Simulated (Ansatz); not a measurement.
# A defect in a wire: Ta wire along [111], 4 atoms a period, divacancy of Ta and Ta

What does the defect do to the conductance?

Method: DFT PBE, plane waves, PAW; relaxation of a wire's period, in the first sound run; inputs show where later runs differ, in Ansatz 0.2.0.

Report form: the programs' logs are mostly left out.

### 1. The structure

The cell holds 4 atoms: 4 Ta. Its edges and angles: a = 9.148 Å, b = 10.866 Å, c = 2.875 Å, α = 90.0°, β = 90.0°, γ = 90.0°. Vacuum lies along a and b. The structure's axis is c.

Coordinates:

```cif
data_structure
_symmetry_space_group_name_H-M 'P 1'
_symmetry_Int_Tables_number 1
_cell_length_a 9.1480
_cell_length_b 10.8660
_cell_length_c 2.8752
_cell_angle_alpha 90.000
_cell_angle_beta 90.000
_cell_angle_gamma 90.000
_cell_volume 285.80
loop_
_atom_site_label
_atom_site_type_symbol
_atom_site_fract_x
_atom_site_fract_y
_atom_site_fract_z
_atom_site_occupancy
Ta1 Ta 0.37167 0.43764 0.00000 1
Ta2 Ta 0.37167 0.68711 0.33333 1
Ta3 Ta 0.62829 0.31290 0.33333 1
Ta4 Ta 0.62829 0.56238 0.66667 1
```

### 2. Relaxation of atoms and period

Band widths follow the bond lengths, so the wire is relaxed first. The atoms and the third cell vector are free; the box across stays fixed as vacuum. A Fermi-Dirac smearing is set since the result may be a metal. The pressure printed is a third of the stress's trace over the whole box, vacuum included; only the stress along the axis is relaxed.

File input.yaml:

```yaml
crystal:
  lattice:
    - [9.148, 0.0, 0.0]
    - [0.0, 10.866, 0.0]
    - [0.0, 0.0, 2.8752043406]
  atoms:
    - { symbol: Ta, position: [0.371665938, 0.437638903, 0.0] }
    - { symbol: Ta, position: [0.371665938, 0.687111446, 0.333333333] }
    - { symbol: Ta, position: [0.628289737, 0.312902632, 0.333333333] }
    - { symbol: Ta, position: [0.628289737, 0.562375175, 0.666666667] }
kpoints:
  mp_grid: { grid: [1, 1, 28] }
scf:
  occupations: { method: fermi_dirac, width: 0.05 }
hamiltonian:
  xc: pbe
relax:
  cell: { fix: [a, b, alpha, beta, gamma] }
  max_steps: 60
```

Started as:

```console
$ ansatz run input.yaml --threads 4 --pin off --max-ram 16384MiB --backend cpu --events-out ev --progress --plain --runs-dir out
```

Elapsed: 58 s, on 4 threads of Arm Neoverse V1, shared host; peak memory 0.67 GiB.

Relaxation path (22 of 24):

```csv
step,energy less that of the first step (eV),largest force component (eV/Å),pressure (GPa),volume (Å³)
1,0.0000,2.1332,-6.05,285.80
2,-1.0667,1.1064,0.22,277.53
3,-1.2171,0.3454,-0.26,274.02
4,-1.2668,0.1520,-0.51,271.03
5,-1.3044,0.1308,-0.16,267.74
6,-1.3278,0.1243,-0.24,266.88
8,-1.3805,0.2301,-0.47,264.95
9,-1.4519,0.5801,-0.86,263.76
10,-1.7033,0.4734,0.67,263.54
11,-1.8052,0.6179,-0.31,267.93
12,-1.7699,1.5025,1.26,275.23
13,-2.0025,0.2099,0.60,274.49
14,-2.1052,0.2028,0.10,281.64
15,-2.1793,0.2404,0.42,292.05
16,-2.2061,0.4055,-0.24,299.82
17,-2.2280,0.2387,-0.29,307.65
19,-2.2358,0.1276,-0.10,308.84
20,-2.2248,0.6830,0.63,315.81
21,-2.2467,0.2670,-0.09,312.21
22,-2.2508,0.1392,0.00,315.78
23,-2.2537,0.0040,-0.09,314.27
24*,-2.2583,0.0050,-0.07,314.27
```

Relaxation steps marked * repeat the geometry before them on a plane-wave basis chosen anew for their cell, so energy and pressure can jump there. Other such steps can lie between the rows shown. Relaxation steps 12, 18, 20 were tried and not accepted.

Forces are held to the 2 operations that the run works with; a distortion that breaks them can't arise in this run.

```
cell as run  before  after   change
      c (Å)   2.875  3.162  +10.0 %
```

The atoms that moved most (Å, along periodic axes as changes of fractional coordinates times the final cell, across vacuum about the mean position):

```
atom      dx      dy      dz  length
 Ta3  -1.194   0.533   0.000   1.308
 Ta2   1.194  -0.533   0.000   1.308
 Ta1  -0.328   0.698  -0.527   0.934
 Ta4   0.328  -0.698   0.527   0.934
```

Final coordinates:

```cif
data_structure
_symmetry_space_group_name_H-M 'P 1'
_symmetry_Int_Tables_number 1
_cell_length_a 9.1480
_cell_length_b 10.8660
_cell_length_c 3.1616
_cell_angle_alpha 90.000
_cell_angle_beta 90.000
_cell_angle_gamma 90.000
_cell_volume 314.27
loop_
_atom_site_label
_atom_site_type_symbol
_atom_site_fract_x
_atom_site_fract_y
_atom_site_fract_z
_atom_site_occupancy
Ta1 Ta 0.33576 0.50182 0.83337 1
Ta2 Ta 0.50217 0.63803 0.33330 1
Ta3 Ta 0.49778 0.36197 0.33336 1
Ta4 Ta 0.66420 0.49818 0.83330 1
```

Numbers from this step:

```yaml
energy_at_zero_smearing: -39721.1916 eV
cell_length_along_the_wire: 3.162 Å
```

The cell's length comes to 3.162 Å with spin left out. 2 contacts a cell pass between under 1.1 and over 1.27 times the sum of covalent radii, so the wire has rearranged from the shape that names it.

### 3. The wire at its relaxed period

This step: DFT PBE, plane waves, PAW; channels and complex bands of a perfect wire (Ansatz 0.2.0).

At the relaxed period the Bloch states of the perfect wire are found at each energy: those that move forward count the open channels, and those that decay describe how a disturbance dies away inside the wire itself. An energy step of 0.035 eV is under the 0.039 eV that the program asks for its thermal average at 300 K.

File input.yaml:

```yaml
crystal:
  lattice:
    - [9.148, 0.0, 0.0]
    - [0.0, 10.866, 0.0]
    - [0.0, 0.0, 3.161584488]
  atoms:
    - { symbol: Ta, position: [0.335758967, 0.501822954, 0.833367483] }
    - { symbol: Ta, position: [0.502171246, 0.638029298, 0.333302111] }
    - { symbol: Ta, position: [0.497784429, 0.361970702, 0.333364556] }
    - { symbol: Ta, position: [0.664196708, 0.498177046, 0.833299184] }
kpoints:
  mp_grid: { grid: [1, 1, 26] }
scf:
  occupations: { method: fermi_dirac, width: 0.05 }
hamiltonian:
  xc: pbe
output:
  transmission:
    e_range: [-1.26, 1.26]
    de: 0.035
    kmesh: [1, 1]
    reduced_basis: true
    leads: [[0, 0]]
basis:
  ecutwfc: "350 eV"
```

It took 86 s on 4 threads; peak memory 1.2 GiB; 5.1 min of CPU time.

This step gave:

```yaml
energy_at_zero_smearing: -39721.1752 eV
channels_at_the_energy_nearest_the_fermi_level_one_spin: 3
conductance_of_the_lead_as_this_run_defines_it: 3.163 G₀
band_gap: 0 eV
```

Table of open channels of the lead, one spin by energy, zero at the Fermi level:

energy (eV), open channels of the lead, one spin and a bar from the least value:
```
    -1.26       7.00 ##############################
    -1.19       7.00 ##############################
    -1.08       6.00 #########################
    -1.01       5.00 ####################
    -0.91       4.00 ###############
    -0.84       4.00 ###############
    -0.73       4.00 ###############
    -0.67       4.00 ###############
    -0.56       4.00 ###############
    -0.49       4.00 ###############
    -0.39       5.00 ####################
    -0.32       1.00 
    -0.21       2.00 #####
    -0.14       3.00 ##########
    -0.04       3.00 ##########
     0.00       3.00 ##########
     0.04       3.00 ##########
     0.14       5.00 ####################
     0.21       5.00 ####################
     0.32       5.00 ####################
     0.39       5.00 ####################
     0.49       5.00 ####################
     0.56       5.00 ####################
     0.67       6.00 #########################
     0.73       5.00 ####################
     0.84       5.00 ####################
     0.91       7.00 ##############################
     1.01       7.00 ##############################
     1.08       7.00 ##############################
     1.19       6.00 #########################
     1.26       6.00 #########################
```

The slowest values at each energy, most degenerate partners merged, listed up to 1.5 1/Å. Im kz of the slowest decaying states against energy, zero at the Fermi level:

| energy (eV) | decay 1 (Å⁻¹) | decay 2 (Å⁻¹) | decay 3 (Å⁻¹) | decay 4 (Å⁻¹) |
| --- | --- | --- | --- | --- |
| -1.190 | 0.175 | 0.180 | 0.522 | 0.582 |
| -1.015 | 0.0627 | 0.0874 | 0.187 | 0.192 |
| -0.805 | 0.0816 | 0.148 | 0.184 | 0.189 |
| -0.595 | 0.0673 | 0.180 | 0.187 | 0.199 |
| -0.385 | 0.160 | 0.170 | 0.224 | 0.254 |
| -0.210 | 0.0697 | 0.0866 | 0.0993 | 0.132 |
| 0.000 | 0.0657 | 0.0970 | 0.144 | 0.169 |
| 0.210 | 0.0872 | 0.174 | 0.211 | 0.222 |
| 0.385 | 0.113 | 0.192 | 0.201 | 0.233 |
| 0.595 | 0.0801 | 0.107 | 0.158 | 0.201 |
| 0.805 | 0.0344 | 0.0586 | 0.0609 | 0.0712 |
| 1.015 | 0.119 | 0.130 | 0.184 | 0.185 |
| 1.190 | 0.152 | 0.158 | 0.166 | 0.189 |

By hand: the program gives 2.4651 × 10^14 S/m² over the cell's cross-section of 99.40 Å² = 9.940 × 10^-19 m², so one cell conducts 2.450 × 10^-4 S. Divided by G0 = 2e²/h = 7.748 × 10^-5 S this is 3.16 G0, a resistance of 4.08 kΩ.

At the computed energy nearest the Fermi level there are 3 channels a spin, and the thermal average gives 3.16 G₀.

### 4. Relaxation of the scattering region

This step: DFT PBE, plane waves, PAW; relaxation of a junction in a wire, ends held (Ansatz 0.2.0).

System of this step: Ta wire along [111], 4 atoms a period, divacancy of Ta and Ta. The cell holds 34 atoms: 34 Ta. Cell: a = 9.148 Å, b = 10.866 Å, c = 28.454 Å, α = 90.0°, β = 90.0°, γ = 90.0°. Regions: held atoms, 24 atoms (24 Ta); free atoms, 10 atoms (10 Ta). Vacuum lies along a and b. The structure's axis is c.

10 atoms at the defect are free to relax, while 24 stay where the perfect wire has them, so that the ends still repeat as a lead. The cutoff is set under the files' recommended one to save time.

File input.yaml:

```yaml
crystal:
  lattice:
    - [9.148, 0.0, 0.0]
    - [0.0, 10.866, 0.0]
    - [0.0, 0.0, 28.4542603918]
  atoms:
    - { symbol: Ta, position: [0.335758967, 0.501822954, 0.981485276] }
    - { symbol: Ta, position: [0.502171246, 0.638029298, 0.037033568] }
    - { symbol: Ta, position: [0.497784429, 0.361970702, 0.037040506] }
    - { symbol: Ta, position: [0.664196708, 0.498177046, 0.092588798] }
    - { symbol: Ta, position: [0.335758967, 0.501822954, 0.092596387] }
    - { symbol: Ta, position: [0.502171246, 0.638029298, 0.148144679] }
    - { symbol: Ta, position: [0.497784429, 0.361970702, 0.148151617] }
    - { symbol: Ta, position: [0.664196708, 0.498177046, 0.203699909] }
[... 22 atom lines left out ...]
    - { symbol: Ta, position: [0.335758967, 0.501822954, 0.870374165] }
    - { symbol: Ta, position: [0.502171246, 0.638029298, 0.925922457] }
    - { symbol: Ta, position: [0.497784429, 0.361970702, 0.925929395] }
    - { symbol: Ta, position: [0.664196708, 0.498177046, 0.981477687] }
kpoints:
  mp_grid: { grid: [1, 1, 1] }
scf:
  occupations: { method: fermi_dirac, width: 0.1 }
hamiltonian:
  xc: pbe
relax:
  constraints:
    - { sites: [0, 1, 2, 3, 4, 5, 6, 7, 8, 9, 10, 11, 22, 23, 24, 25, 26, 27, 28, 29, 30, 31, 32, 33] }
  f_tol: 0.06
  max_steps: 35
basis:
  ecutwfc: "350 eV"
```

It took 3.8 min on 4 threads; peak memory 1.9 GiB; 15 min of CPU time.

The steps of the relaxation:

| step | energy less that of the first step (eV) | largest force component (eV/Å) |
| --- | --- | --- |
| 1 | 0.0000 | 2.2135 |
| 2 | -1.1308 | 1.1532 |
| 3 | -1.3878 | 0.4615 |
| 4 | -1.4369 | 0.3944 |
| 5 | -1.4704 | 0.3739 |
| 6 | -1.5165 | 0.4868 |
| 7 | -1.5838 | 0.3815 |
| 8 | -1.6387 | 0.3257 |
| 9 | -1.7798 | 0.7571 |
| 10 | -2.0416 | 1.1030 |
| 11 | -2.2728 | 0.7561 |
| 12 | -2.3624 | 0.7387 |
| 13 | -2.3964 | 0.3004 |
| 14 | -2.3428 | 0.3154 |
| 15 | -2.4122 | 0.1276 |
| 16 | -2.4138 | 0.0653 |
| 17 | -2.4136 | 0.0711 |
| 18 | -2.4145 | 0.0072 |

Relaxation steps 14, 17 were tried and not accepted.

The atoms that moved most (Å):

```csv
atom,dx,dy,dz,length
Ta16,-0.827,-0.725,-0.648,1.276
Ta15,0.197,0.500,0.663,0.853
Ta17,-0.785,-0.301,-0.007,0.840
Ta18,-0.519,-0.260,-0.519,0.779
Ta19,-0.412,-0.236,0.096,0.484
Ta20,-0.184,-0.171,-0.333,0.417
Ta13,0.151,0.006,0.194,0.246
Ta14,0.225,0.027,0.036,0.230
```

Final coordinates:

```cif
data_structure
_symmetry_space_group_name_H-M 'P 1'
_symmetry_Int_Tables_number 1
_cell_length_a 9.1480
_cell_length_b 10.8660
_cell_length_c 28.4543
_cell_angle_alpha 90.000
_cell_angle_beta 90.000
_cell_angle_gamma 90.000
_cell_volume 2828.42
loop_
_atom_site_label
_atom_site_type_symbol
_atom_site_fract_x
_atom_site_fract_y
_atom_site_fract_z
_atom_site_occupancy
Ta1 Ta 0.33576 0.50182 0.98148 1
Ta2 Ta 0.50217 0.63803 0.03704 1
Ta3 Ta 0.49778 0.36197 0.03704 1
Ta4 Ta 0.66420 0.49818 0.09259 1
Ta5 Ta 0.33576 0.50182 0.09259 1
Ta6 Ta 0.50217 0.63803 0.14815 1
Ta7 Ta 0.49778 0.36197 0.14815 1
Ta8 Ta 0.66420 0.49818 0.20370 1
Ta9 Ta 0.33576 0.50182 0.20370 1
Ta10 Ta 0.50217 0.63803 0.25926 1
Ta11 Ta 0.49778 0.36197 0.25926 1
Ta12 Ta 0.66420 0.49818 0.31481 1
Ta13 Ta 0.35230 0.50233 0.32162 1
Ta14 Ta 0.52677 0.64054 0.37162 1
Ta15 Ta 0.51935 0.40801 0.39366 1
Ta16 Ta 0.41180 0.57128 0.45871 1
Ta17 Ta 0.41203 0.33422 0.48125 1
Ta18 Ta 0.60747 0.47422 0.51879 1
Ta19 Ta 0.29072 0.48013 0.54040 1
Ta20 Ta 0.48204 0.62226 0.58089 1
Ta21 Ta 0.48048 0.35239 0.59016 1
Ta22 Ta 0.65045 0.49733 0.64188 1
Ta23 Ta 0.33576 0.50182 0.64815 1
Ta24 Ta 0.50217 0.63803 0.70370 1
Ta25 Ta 0.49778 0.36197 0.70370 1
Ta26 Ta 0.66420 0.49818 0.75926 1
Ta27 Ta 0.33576 0.50182 0.75926 1
Ta28 Ta 0.50217 0.63803 0.81481 1
Ta29 Ta 0.49778 0.36197 0.81481 1
Ta30 Ta 0.66420 0.49818 0.87037 1
Ta31 Ta 0.33576 0.50182 0.87037 1
Ta32 Ta 0.50217 0.63803 0.92593 1
Ta33 Ta 0.49778 0.36197 0.92593 1
Ta34 Ta 0.66420 0.49818 0.98148 1
```

This step gave:

| Property | Result |
| --- | --- |
| energy at zero smearing | -337626.1849 eV |

The largest force component on a free atom ends at 0.007 eV/Å, under the limit of 0.06.  5 atoms of the wire itself, hydrogen apart, moved by over 0.45 Å, up to 1.28 Å.

[end of part 1 of 2]

[Logs are printed without paths, hosts, clocks, repeated set-up lines and the standing remarks that a program may print on its own settings, such as how far it seeks lower states.]

[Hosts, paths, dates, database ids (printed as entryN), source tags and the programs' standing remarks are cut or masked in the printed files.]
